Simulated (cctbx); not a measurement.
## Lattice, Laue class and space group of a new crystal

Cell: a = 7.8560 Å, b = 8.6560 Å, c = 9.4260 Å, α = 67.64°, β = 68.78°, γ = 85.27°. Expected content of the cell: Bi8 Ag2 S14.

Simulated single-crystal data (cctbx): Mo Kα, λ = 0.71073 Å, to d = 0.84 Å, 50 % of the full sphere, strongest reflection 5000 counts, noise from counting, a 1.5 % proportional error and a noise floor of 15 counts (s.d.); no absorption, some extinction.

Tests on the unmerged data give:

```text
1971 reflections to d = 0.840 A
centring   violations  <I/sigma> of those
    A        544 of   984      8.7
    B        565 of   985      9.1
    C        549 of   969      9.0
    I        562 of   988      8.9
    R        754 of  1312      9.0
    F        829 of  1469      8.9
Laue class    unique    Rint  (classes that these axes allow; Friedel mates merged)
P -1             1473   0.040
space group    extra absences  I>4sigma  <I/sigma>
P 1                     0          0         -  acentric
P -1                    0          0         -  centric
Wilson B = -0.10 A^2   <|E^2-1|> = 1.016 (0.968 centric, 0.736 acentric)   E^2>4: 5.4 %
shell (A)         n   <I/sigma>
 8.14 - 1.68    182     11.0
 1.68 - 1.33    180     10.4
 1.33 - 1.16    195     11.0
 1.16 - 1.06    197      9.9
 1.06 - 0.98    184     10.0
 0.98 - 0.92    186      9.1
 0.92 - 0.88    166      8.4
 0.88 - 0.84    183      8.3
```

**Question.** What are the lattice type, the Laue class and the likely space group?

Every centring test has many violations, so the lattice is primitive.

Only P -1 fits these axes (Rint 0.040); a search for a hidden higher lattice was not made.

2 settings pass the absence test. No glide or screw absences show, which leaves P 1 and P -1.

⟨|E²−1|⟩ = 1.016 leans to a centrosymmetric structure. The Wilson B of -0.10 Å² means U ≈ -0.0013 Å², too small to be real: the Wilson fit fails with so few reflections and atoms.

The true group is P-1 (no. 2), Laue class -1, centrosymmetric. The tables only narrow the choice to the tied entries; cell content, site symmetry and trial solutions must settle it.

The model was made for the exercise: a known structure type with other elements put in, its volume estimated, not relaxed; displacement parameters are assumed.

[Logs are printed without paths, hosts, clocks, repeated set-up lines and the standing remarks that a program may print on its own settings, such as how far it seeks lower states.]
